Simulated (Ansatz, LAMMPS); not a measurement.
**Molecular dynamics of liquid K2CO3 at 1190 K (102 atoms)**

Aim: follow liquid K2CO3 at 1190 K (102 atoms) for a short time with forces from DFT, then look at structure and electrons in the last frame.

Calculated with Ansatz 0.2.0; Kohn-Sham DFT, PBE, PAW (set soft_2), plane waves.

### 1. The structure

The cell holds 102 atoms: 17 C, 51 O and 34 K. Cell: a = 12.710 Å, b = 12.710 Å, c = 12.710 Å, α = 90.0°, β = 90.0°, γ = 90.0°. 34 K+, 17 CO3 2- placed at random, at 1.9 g/cm³; overlaps pushed apart, then 10 ps at 1590 K with harmonic planar carbonate ions with charges +1 on C and -1 on O; Joung-Cheatham ions (J. Phys. Chem. B 112, 9020 (2008)); charges of ions scaled by 0.8. Snapshot after 20 ps at 1190 K and fixed volume.

Before any run, some limits are plain. The starting topology of bonds comes from the classical model. Only the Γ point is sampled, in a cell whose shortest periodic width is 13 Å.

### 2. Single point at the start

The forces at the start show how far the geometry lies from a minimum of this functional.

input.yaml reads:

```yaml
crystal:
  lattice:
    - [12.7103, 0.0, 0.0]
    - [0.0, 12.7103, 0.0]
    - [0.0, 0.0, 12.7103]
  atoms:
    - { symbol: C, position: [0.43407, 0.12654, 0.37428] }
    - { symbol: O, position: [0.3293, 0.15021, 0.3953] }
    - { symbol: O, position: [0.50324, 0.19395, 0.35611] }
    - { symbol: O, position: [0.44398, 0.03119, 0.34164] }
    [... 92 atom lines left out ...]
    - { symbol: K, position: [0.01279, 0.60558, 0.54272] }
    - { symbol: K, position: [0.07652, 0.63503, 0.15629] }
    - { symbol: K, position: [0.37132, 0.89799, 0.47231] }
    - { symbol: K, position: [0.68322, 0.92437, 0.3395] }
    - { symbol: K, position: [0.36278, 0.9935, 0.13178] }
    - { symbol: K, position: [0.37232, 0.5488, 0.87965] }
kpoints:
  mp_grid: { grid: [1, 1, 1] }
hamiltonian:
  xc: pbe
scf:
  occupations: { method: fermi_dirac, width: 0.103 }
output:
  forces: true
```

Command:

```console
ansatz run input.yaml --threads 4 --pin off --max-ram 8192MiB --backend cpu --events-out ev --progress --plain --runs-dir out
```

The job ended after 24 s (4 threads of Arm Neoverse V2, shared host; peak memory 2.7 GiB).

Numbers from this run:

```yaml
free_energy: -85514.7210 eV
free_energy_per_atom: -838.3796 eV/atom
scf_cycles: 11
r_m_s_force_component: 2.594 eV/Å
longest_force: 11.42 eV/Å
fermi_energy: 4.451 eV
```

The r.m.s. force component of 2.6 eV/Å sets the starting point.

Neighbours are counted within 3.23 Å (O-K), 1.73 Å (O-C).

Length of the force by element and coordination:

| element | coordination | atoms | mean length of the force (eV/Å) | spread | least | most |
| --- | --- | --- | --- | --- | --- | --- |
| C | all | 17 | 6.19 | 1.98 | 2.40 | 10.1 |
| K | all | 34 | 0.597 | 0.266 | 0.0845 | 1.15 |
| K | 3 | 2 | 0.575 | 0.0956 | 0.479 | 0.671 |
| K | 4 | 19 | 0.584 | 0.292 | 0.0845 | 1.15 |
| K | 5 | 12 | 0.616 | 0.250 | 0.228 | 1.09 |
| K | 6 | 1 | 0.667 | 0 | 0.667 | 0.667 |
| O | all | 51 | 4.33 | 2.68 | 0.799 | 11.4 |
| O | 2 | 3 | 5.50 | 3.88 | 1.94 | 10.9 |
| O | 3 | 13 | 5.04 | 3.34 | 1.69 | 11.4 |
| O | 4 | 23 | 3.86 | 2.00 | 0.799 | 7.70 |
| O | 5 | 10 | 4.16 | 2.56 | 1.66 | 11.1 |
| O | 6 | 2 | 4.41 | 1.32 | 3.09 | 5.73 |

### 3. Dynamics started at 1190 K

Without a thermostat the total energy must stay constant, which tests forces and time step. The time step is 1.0 fs.

Changes to input.yaml since step 2:

```diff
@@ -15 +15,8 @@
   forces: true
+md:
+  timestep: 1.0
+  n_steps: 140
+  ensemble: nve
+  temperature: 1190
+  initial_velocities: maxwell_boltzmann
+  seed: 9372
```

Elapsed: 35 min, on 4 threads; peak memory 2.9 GiB.

The program notes that it switched symmetry off.

Rows from the run:

| time (fs) | T (K) | potential (meV/atom) | conserved (meV/atom) |
| --- | --- | --- | --- |
| 0.0 | 1190 | 0.0 | 0.00 |
| 9.0 | 1860 | -86.5 | -0.75 |
| 19.0 | 1050 | 17.8 | -0.14 |
| 28.0 | 1796 | -78.4 | -0.84 |
| 37.0 | 1364 | -22.7 | -0.44 |
| 47.0 | 1552 | -46.9 | -0.60 |
| 56.0 | 1253 | -8.5 | -0.37 |
| 65.0 | 1534 | -44.7 | -0.63 |
| 75.0 | 1665 | -61.5 | -0.77 |
| 84.0 | 1369 | -23.3 | -0.36 |
| 93.0 | 1730 | -69.8 | -0.65 |
| 103.0 | 1353 | -21.2 | -0.32 |
| 112.0 | 1817 | -81.1 | -0.80 |
| 121.0 | 1142 | 5.9 | -0.22 |
| 131.0 | 1698 | -65.7 | -0.68 |
| 140.0 | 1324 | -17.7 | -0.45 |

Mean square displacement from the first frame to the last: C 0.44 Å², O 0.98 Å², K 0.70 Å².

Mean square displacement against time lag:

| time lag (fs) | C (Å²) | K (Å²) | O (Å²) |
| --- | --- | --- | --- |
| 1.0 | 4.3e-4 | 6.9e-5 | 2.5e-4 |
| 3.0 | 0.00376 | 6.2e-4 | 0.00219 |
| 6.0 | 0.0140 | 0.00248 | 0.00843 |
| 9.0 | 0.0280 | 0.00557 | 0.0178 |
| 12.0 | 0.0422 | 0.00986 | 0.0291 |
| 15.0 | 0.0535 | 0.0153 | 0.0411 |
| 18.0 | 0.0603 | 0.0219 | 0.0530 |
| 21.0 | 0.0626 | 0.0297 | 0.0645 |
| 24.0 | 0.0617 | 0.0384 | 0.0759 |
| 26.0 | 0.0604 | 0.0449 | 0.0838 |
| 29.0 | 0.0585 | 0.0553 | 0.0964 |
| 32.0 | 0.0580 | 0.0668 | 0.111 |
| 35.0 | 0.0593 | 0.0791 | 0.127 |
| 38.0 | 0.0628 | 0.0922 | 0.146 |
| 41.0 | 0.0688 | 0.106 | 0.166 |
| 44.0 | 0.0782 | 0.121 | 0.189 |
| 47.0 | 0.0912 | 0.136 | 0.212 |
| 49.0 | 0.102 | 0.146 | 0.227 |
| 52.0 | 0.119 | 0.162 | 0.251 |
| 55.0 | 0.136 | 0.179 | 0.275 |
| 58.0 | 0.152 | 0.196 | 0.299 |
| 61.0 | 0.163 | 0.214 | 0.324 |
| 64.0 | 0.171 | 0.231 | 0.350 |
| 67.0 | 0.174 | 0.249 | 0.377 |
| 70.0 | 0.176 | 0.268 | 0.405 |

Over the second half of 140 fs the temperature averages 1521 K with swings of 177 K r.m.s. The conserved energy stays within 0.90 meV/atom. From first frame to last O has the largest mean square displacement, 0.98 Å² at the end; the farthest move is 2.39 Å. The mean temperature of 1521 K lies well off the 1190 K of the input: without a thermostat, the energy that the start releases heats the cell. The count of bonds goes from 252 in the first frame to 252 in the last, by one set of cutoffs: 39 pairs passed out of them and 39 came within. The run spans 0.14 ps, too short for its means to be equilibrium values.

### 4. Local order late in the run

The g(r) is a mean over the second half; what follows it is taken at the last frame.

Bonds before and after, by the cutoffs listed below:

| pair | bonds before | bonds after | mean before (Å) | mean after (Å) | spread before (Å) | spread after (Å) |
| --- | --- | --- | --- | --- | --- | --- |
| O-K | 201 | 201 | 2.987 | 2.953 | 0.312 | 0.338 |
| O-C | 51 | 51 | 1.274 | 1.293 | 0.057 | 0.060 |

Density 1.9 g/cm³, 20.13 Å³ an atom.

Mean of 16 frames. Pair distribution functions g(r), in bins of 0.2 Å:

| r (Å) | total | O-O | O-K | O-C | K-K | K-C | C-C |
| --- | --- | --- | --- | --- | --- | --- | --- |
| 1.10 | 0.23 | 0.00 | 0.00 | 1.36 | 0.00 | 0.00 | 0.00 |
| 1.30 | 3.93 | 0.00 | 0.00 | 23.60 | 0.00 | 0.00 | 0.00 |
| 1.50 | 0.48 | 0.00 | 0.00 | 2.89 | 0.00 | 0.00 | 0.00 |
| 1.70 | 0.00 | 0.00 | 0.00 | 0.02 | 0.00 | 0.00 | 0.00 |
| 1.90 | 0.01 | 0.02 | 0.00 | 0.00 | 0.00 | 0.00 | 0.00 |
| 2.10 | 0.45 | 1.78 | 0.01 | 0.00 | 0.00 | 0.00 | 0.00 |
| 2.30 | 1.17 | 3.84 | 0.62 | 0.00 | 0.00 | 0.00 | 0.00 |
| 2.50 | 0.81 | 0.60 | 1.97 | 0.00 | 0.00 | 0.01 | 0.00 |
| 2.70 | 1.00 | 0.01 | 2.79 | 0.00 | 0.03 | 0.63 | 0.00 |
| 2.90 | 0.95 | 0.06 | 2.09 | 0.03 | 0.14 | 1.92 | 0.00 |
| 3.10 | 0.90 | 0.22 | 1.56 | 0.04 | 0.32 | 2.58 | 0.00 |
| 3.30 | 0.81 | 0.31 | 1.17 | 0.04 | 0.89 | 2.10 | 0.00 |
| 3.50 | 0.88 | 0.47 | 1.01 | 0.13 | 1.25 | 2.33 | 0.00 |
| 3.70 | 0.89 | 0.70 | 0.81 | 0.25 | 1.59 | 2.01 | 0.00 |
| 3.90 | 1.00 | 0.87 | 0.87 | 0.53 | 1.64 | 2.00 | 0.18 |
| 4.10 | 1.03 | 1.07 | 0.91 | 0.71 | 1.45 | 1.54 | 0.35 |
| 4.30 | 1.11 | 1.12 | 1.12 | 0.96 | 1.50 | 1.06 | 0.57 |
| 4.50 | 1.08 | 1.14 | 1.08 | 1.25 | 1.25 | 0.54 | 0.88 |
| 4.70 | 1.09 | 1.17 | 1.09 | 1.59 | 0.94 | 0.36 | 0.91 |
| 4.90 | 1.04 | 1.19 | 0.95 | 1.52 | 0.88 | 0.32 | 1.39 |
| 5.10 | 0.97 | 1.06 | 0.71 | 1.61 | 0.78 | 0.47 | 1.98 |
| 5.30 | 0.88 | 1.06 | 0.60 | 1.44 | 0.77 | 0.38 | 1.66 |
| 5.50 | 0.99 | 1.31 | 0.72 | 1.31 | 1.01 | 0.31 | 1.98 |
| 5.70 | 1.06 | 1.34 | 0.82 | 1.27 | 0.89 | 0.61 | 2.46 |
| 5.90 | 1.11 | 1.36 | 0.98 | 1.12 | 0.93 | 0.87 | 1.96 |
| 6.10 | 1.00 | 1.06 | 0.94 | 1.09 | 0.93 | 0.92 | 1.32 |
| 6.30 | 1.06 | 1.05 | 0.99 | 1.19 | 1.01 | 1.02 | 1.64 |

Bonds by pair of elements; cutoffs follow the first minimum of g(r), held within bounds set by covalent radii, and pairs that aren't listed don't count as bonded:

| pair A-B | cutoff (Å) | bonds | mean length (Å) | spread (Å) | shortest (Å) | B about A | A about B |
| --- | --- | --- | --- | --- | --- | --- | --- |
| O-K | 3.58 | 201 | 2.95 | 0.338 | 2.25 | 3.94 | 5.91 |
| O-C | 1.73 | 51 | 1.29 | 0.06 | 1.16 | 1 | 3 |

How many atoms have how many bonded neighbours:

| element | mean | 3 | 4 | 5 | 6 | 7 | 8 |
| --- | --- | --- | --- | --- | --- | --- | --- |
| C | 3 | 17 | 0 | 0 | 0 | 0 | 0 |
| K | 5.91 | 0 | 2 | 10 | 12 | 9 | 1 |
| O | 4.94 | 3 | 11 | 25 | 10 | 2 | 0 |

Bond angles (no mean is given where the spread exceeds 20°):

| angle | count | mean (°) | spread (°) |
| --- | --- | --- | --- |
| O-K-O | 509 | - | - |
| K-O-K | 316 | - | - |
| C-O-K | 201 | - | - |
| O-C-O | 51 | 119 | 5.6 |

Bond length by coordination (bonds to H left out):

| element | coordination | atoms | mean bond length (Å) |
| --- | --- | --- | --- |
| K | 4 | 2 | 2.84 |
| K | 5 | 10 | 2.91 |
| K | 6 | 12 | 2.98 |
| K | 7 | 9 | 2.95 |
| K | 8 | 1 | 3.11 |
| O | 3 | 3 | 2.31 |
| O | 4 | 11 | 2.46 |
| O | 5 | 25 | 2.62 |
| O | 6 | 10 | 2.72 |
| O | 7 | 2 | 2.85 |

First main peaks of g(r), for some of the pairs, lie near 2.3 Å (O-O), 2.7 Å (O-K) and 1.3 Å (O-C). With the cutoffs above, all C atoms have 3, 35 % of K atoms have 6 and 49 % of O atoms have 5 bonded neighbours.

### 5. Single point at the last frame

The last frame is solved again with fuller output, to read the electronic structure of a thermally displaced geometry.

input.yaml reads:

```yaml
crystal:
  lattice:
    - [12.7103, 0.0, 0.0]
    - [0.0, 12.7103, 0.0]
    - [0.0, 0.0, 12.7103]
  atoms:
    - { symbol: C, position: [0.45172, 0.11334, 0.32675] }
    - { symbol: O, position: [0.35273, 0.1306, 0.35083] }
    - { symbol: O, position: [0.52493, 0.14095, 0.40222] }
    - { symbol: O, position: [0.48846, 0.05278, 0.25963] }
    [... 92 atom lines left out ...]
    - { symbol: K, position: [0.98046, 0.59271, 0.53264] }
    - { symbol: K, position: [0.05867, 0.68132, 0.15678] }
    - { symbol: K, position: [0.36756, 0.94461, 0.4682] }
    - { symbol: K, position: [0.64134, 0.97565, 0.3665] }
    - { symbol: K, position: [0.40582, 0.92024, 0.13384] }
    - { symbol: K, position: [0.32506, 0.55112, 0.86163] }
kpoints:
  mp_grid: { grid: [1, 1, 1] }
hamiltonian:
  xc: pbe
scf:
  occupations: { method: fixed }
output:
  forces: true
  stress: true
  populations: intrinsic
  dos:
    method: { smearing: { sigma: 0.08 } }
    de: 0.1
    projected: { site_lists: { C: [C], K: [K], O: [O] } }
  eigenvalues: true
  write_density: true
  write_potential: true
  volumetric_format: npy
  elf: true
```

The job ended after 37 s (4 threads; peak memory 2.7 GiB; 2.3 min of CPU time).

The program notes that the exchange-correlation potential is rough where the density is thin.

Read from the output:

| Item | Value |
| --- | --- |
| free energy | -85516.5244 eV |
| free energy per atom | -838.3973 eV/atom |
| SCF cycles | 11 |
| pressure | 2.794 GPa |
| r.m.s. force component | 2.204 eV/Å |
| longest force | 10.89 eV/Å |
| Fermi energy | 3.584 eV |
| gap (highest filled to lowest empty level) | 1.451 eV |

Neighbours are counted within 3.58 Å (O-K), 1.73 Å (O-C), the cutoffs taken from the dynamics.

Length of the force by element and coordination:

| element | coordination | atoms | mean length of the force (eV/Å) | spread | least | most |
| --- | --- | --- | --- | --- | --- | --- |
| C | all | 17 | 5.82 | 2.13 | 2.74 | 10.9 |
| K | all | 34 | 0.766 | 0.444 | 0.162 | 1.94 |
| K | 4 | 2 | 0.862 | 0.657 | 0.205 | 1.52 |
| K | 5 | 10 | 0.686 | 0.434 | 0.168 | 1.44 |
| K | 6 | 12 | 0.701 | 0.249 | 0.307 | 1.06 |
| K | 7 | 9 | 0.889 | 0.564 | 0.162 | 1.94 |
| K | 8 | 1 | 1.03 | 0 | 1.03 | 1.03 |
| O | all | 51 | 3.38 | 2.10 | 0.718 | 9.89 |
| O | 3 | 3 | 3.95 | 1.18 | 2.81 | 5.58 |
| O | 4 | 11 | 2.97 | 1.66 | 0.718 | 6.63 |
| O | 5 | 25 | 2.88 | 1.95 | 1.02 | 9.89 |
| O | 6 | 10 | 4.75 | 2.43 | 1.77 | 9.22 |
| O | 7 | 2 | 4.05 | 2.08 | 1.98 | 6.13 |

Intrinsic-atomic-orbital charges by element and coordination:

| element | coordination | atoms | mean charge (e) | spread | least | most |
| --- | --- | --- | --- | --- | --- | --- |
| C | all | 17 | 0.593 | 0.0248 | 0.552 | 0.631 |
| K | all | 34 | 0.850 | 0.0115 | 0.828 | 0.874 |
| K | 4 | 2 | 0.868 | 0.0056 | 0.862 | 0.874 |
| K | 5 | 10 | 0.856 | 0.011 | 0.838 | 0.873 |
| K | 6 | 12 | 0.848 | 0.0078 | 0.834 | 0.863 |
| K | 7 | 9 | 0.841 | 0.009 | 0.828 | 0.853 |
| K | 8 | 1 | 0.854 | 0 | 0.854 | 0.854 |
| O | all | 51 | -0.764 | 0.0452 | -0.856 | -0.678 |
| O | 3 | 3 | -0.727 | 0.0132 | -0.743 | -0.711 |
| O | 4 | 11 | -0.782 | 0.0424 | -0.856 | -0.691 |
| O | 5 | 25 | -0.760 | 0.0422 | -0.853 | -0.678 |
| O | 6 | 10 | -0.756 | 0.0471 | -0.843 | -0.679 |
| O | 7 | 2 | -0.818 | 0.0348 | -0.853 | -0.783 |

Density of states as counts of states in windows of 1 eV (from the Fermi level), total and the larger projections:

| from (eV) | to (eV) | total | O p | K s | C p | O s | K p |
| --- | --- | --- | --- | --- | --- | --- | --- |
| -14 | -13 | 113.5 | 1.5 | 0.3 | 0.2 | 0.2 | 111.1 |
| -13 | -12 | 16.2 | 0.4 | 0.0 | 0.0 | 0.0 | 15.7 |
| -12 | -10 | 0.0 | 0.0 | 0.0 | 0.0 | 0.0 | 0.0 |
| -10 | -9 | 0.1 | 0.0 | 0.0 | 0.0 | 0.0 | 0.0 |
| -9 | -8 | 23.9 | 12.9 | 0.6 | 0.2 | 6.9 | 0.6 |
| -8 | -7 | 32.7 | 19.7 | 0.5 | 5.6 | 5.2 | 0.4 |
| -7 | -6 | 69.5 | 43.9 | 0.7 | 15.2 | 7.6 | 0.8 |
| -6 | -5 | 9.8 | 6.1 | 0.1 | 2.4 | 1.0 | 0.1 |
| -5 | -4 | 0.0 | 0.0 | 0.0 | 0.0 | 0.0 | 0.0 |
| -4 | -3 | 31.9 | 30.4 | 0.6 | 0.1 | 0.0 | 0.2 |
| -3 | -2 | 79.0 | 75.5 | 1.2 | 0.3 | 0.1 | 0.4 |
| -2 | -1 | 37.2 | 35.9 | 0.3 | 0.1 | 0.0 | 0.1 |
| -1 | 0 | 21.2 | 20.6 | 0.1 | 0.0 | 0.0 | 0.1 |
| 0 | 1 | 0.8 | 0.8 | 0.0 | 0.0 | 0.0 | 0.0 |
| 1 | 2 | 2.4 | 0.2 | 1.6 | 0.1 | 0.2 | 0.0 |
| 2 | 3 | 17.6 | 2.7 | 9.0 | 2.3 | 0.7 | 0.1 |
| 3 | 4 | 29.8 | 4.7 | 12.7 | 4.2 | 0.7 | 0.1 |
| 4 | 5 | 50.2 | 5.0 | 13.0 | 4.9 | 0.7 | 0.1 |

The curve was stored every 0.10 eV, coarse against its broadening of 0.08 eV, so these counts are rough.

With fixed occupations the program's Fermi level is the highest filled level; weight inside the gap is the broadening of levels at its edges.

Between -26 and -14 eV lie 176 more states.

The stored curve holds about 612 of the 680 electrons; the rest, give or take the few that broadening carries across the Fermi level, lie in deeper levels below its range.

The levels nearest the highest filled one (over half full), pooled over k-points and spins:

| level less the highest filled one (eV) | occupation |
| --- | --- |
| -0.684 | 2 |
| -0.396 | 2 |
| -0.250 | 2 |
| -0.215 | 2 |
| -0.157 | 2 |
| 0 | 2 |
| 1.45 | 0 |
| 2.06 | 0 |
| 2.25 | 0 |
| 2.35 | 0 |
| 2.54 | 0 |
| 2.63 | 0 |

Mean intrinsic-atomic-orbital charges: C +0.59, K +0.85, O -0.76 e. The largest share in the top eV of filled states is O p (99 % of the projected weight), and in the lowest eV of empty states K s (66 % of the projected weight).

### 6. What came out

| Property | Result |
| --- | --- |
| mean temperature, second half | 1521 K |
| temperature swing, second half | 177 K |
| slope of the conserved energy against time, by least squares | -0.1023 meV/atom/ps |
| free energy per atom | -838.3973 eV/atom |
| pressure | 2.794 GPa |
| r.m.s. force component | 2.204 eV/Å |
| gap (highest filled to lowest empty level) | 1.451 eV |
| wall time of the 3 DFT runs | 36 min |

Over the second half of 140 fs the temperature averages 1521 K with swings of 177 K r.m.s. The conserved energy stays within 0.90 meV/atom. The mean temperature of 1521 K lies well off the 1190 K of the input: without a thermostat, the energy that the start releases heats the cell. The count of bonds goes from 252 in the first frame to 252 in the last, by one set of cutoffs: 39 pairs passed out of them and 39 came within. The run spans 0.14 ps, too short for its means to be equilibrium values. With the cutoffs above, all C atoms have 3, 35 % of K atoms have 6 and 49 % of O atoms have 5 bonded neighbours. The highest filled and lowest empty levels differ by 1.45 eV (at Γ alone); a semilocal functional tends to put such gaps too low. In a disordered cell it changes from sample to sample and from frame to frame.

**Limits.** The starting topology of bonds comes from the classical model; in DFT 39 of its 252 bonded pairs passed out of the cutoffs and 39 came within them. The pressure of 2.8 GPa is that of one thermal frame at a volume set beforehand, without the kinetic term.

[Logs are printed without paths, hosts, clocks, repeated set-up lines and the standing remarks that a program may print on its own settings, such as how far it seeks lower states.]

[Hosts, paths, dates, database ids (printed as entryN), source tags and the programs' standing remarks are cut or masked in the printed files.]
